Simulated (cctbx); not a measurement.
## Diagnosing a refinement

Cell a = 10.4690 Å, b = 12.2070 Å, c = 6.2350 Å, α = 90.00°, β = 90.00°, γ = 90.00°; space group Ibam (no. 72). The compound is Eu2Si5Sn3.

Simulated single-crystal data (cctbx): Mo Kα, λ = 0.71073 Å, to d = 0.75 Å, 95 % of the full sphere, strongest reflection 20000 counts, noise from counting, a 6 % proportional error and a noise floor of 2 counts (s.d.); no absorption, and some extinction, which the refinements don't model.

An anisotropic refinement with weights 1/σ² prints:

```text
Rint 0.050, 548 unique reflections to 0.75 A
cycle     R1     wR2    GooF  max shift (A)
   1  0.0572  0.1660   4.488   0.00286
   2  0.0293  0.0928   2.509   0.00008
final R1 0.0293 wR2 0.0928 GooF 2.509  parameters 29  data/parameter 18.9
atom        x        y        z      Ueq    occ   su(xyz)  su(Uiso or U11)
Eu1    0.23275  0.87297  0.50000   0.0079  1.000  0.00006  0.0004
Sn1    0.38953  0.63093  0.50000   0.0050  1.000  0.00007  0.0004
Sn2    0.50000  0.00000  0.25000   0.0054  1.000  0.00000  0.0005
Si1    0.64321  0.11155  0.00000   0.0104  1.000  0.00036  0.0015
Si2    0.50000  0.76825  0.75000   0.0150  1.000  0.00032  0.0016
Ti1    0.00000  0.00000  0.25000   0.0334  1.000  0.00000  0.0023
difference map: max 2.09 min -4.57 rms 0.45
Q1    0.2041  0.1190  0.0000    8    2.14  0.32 A from Eu1
Q2    0.0000  0.5000  0.2500    4    1.49  0.00 A from Sn2
Q3    0.1118  0.1233  0.5000    8    1.37  0.09 A from Sn1
Q4    0.0902  0.0248  0.0000    8    0.89  1.85 A from Ti1
Q5    0.0699  0.4850  0.5000    8    0.81  1.73 A from Si1
Q6    0.2240  0.3903  0.2870   16    0.78  1.42 A from Eu1
```

**Question.** Can this result stand? If not, what is the likely fault?

Mend it. The fault: wrong element: Ti1 is Si. Against the right model at the same level, R1 goes from 0.0146 to 0.0293 and GooF from 0.95 to 2.51, U of Ti1 swells from 0.0115 to 0.0334 Å², the top difference peak, 2.1 e/Å³, lies on Eu1 and a hole of -4.6 e/Å³ opens. Ti1 has 8 electrons too many and its U swells to shed them, as expected.

The compound is Eu2Si5Sn3. The right model at the same level gives:

```text
Rint 0.050, 548 unique reflections to 0.75 A
cycle     R1     wR2    GooF  max shift (A)
   1  0.0174  0.0439   1.188   0.00174
   2  0.0146  0.0351   0.950   0.00000
final R1 0.0146 wR2 0.0351 GooF 0.950  parameters 29  data/parameter 18.9
atom        x        y        z      Ueq    occ   su(xyz)  su(Uiso or U11)
Eu1    0.23267  0.87299  0.50000   0.0091  1.000  0.00002  0.0001
Sn1    0.38954  0.63089  0.50000   0.0060  1.000  0.00003  0.0002
Sn2    0.50000  0.00000  0.25000   0.0065  1.000  0.00000  0.0002
Si1    0.64294  0.11153  0.00000   0.0116  1.000  0.00013  0.0006
Si2    0.50000  0.76801  0.75000   0.0157  1.000  0.00012  0.0006
Si3    0.00000  0.00000  0.25000   0.0115  1.000  0.00000  0.0008
difference map: max 0.85 min -0.85 rms 0.22
Q1    0.0674  0.4822  0.5000    8    0.86  1.72 A from Sn2
Q2    0.0864  0.3329  0.5000    8    0.83  1.96 A from Eu1
Q3    0.2233  0.3922  0.2838   16    0.70  1.44 A from Eu1
Q4    0.1835  0.1439  0.5000    8    0.69  0.78 A from Sn1
Q5    0.1003  0.0222  0.0000    8    0.65  1.87 A from Sn1
Q6    0.0781  0.0149  0.1858   16    0.64  0.93 A from Si3
```

This is a model crystal, built by substitution and not relaxed, with assumed displacement parameters.

[Middle refinement cycles are left out of these outputs.]

[Logs are printed without paths, hosts, clocks, repeated set-up lines and the standing remarks that a program may print on its own settings, such as how far it seeks lower states.]
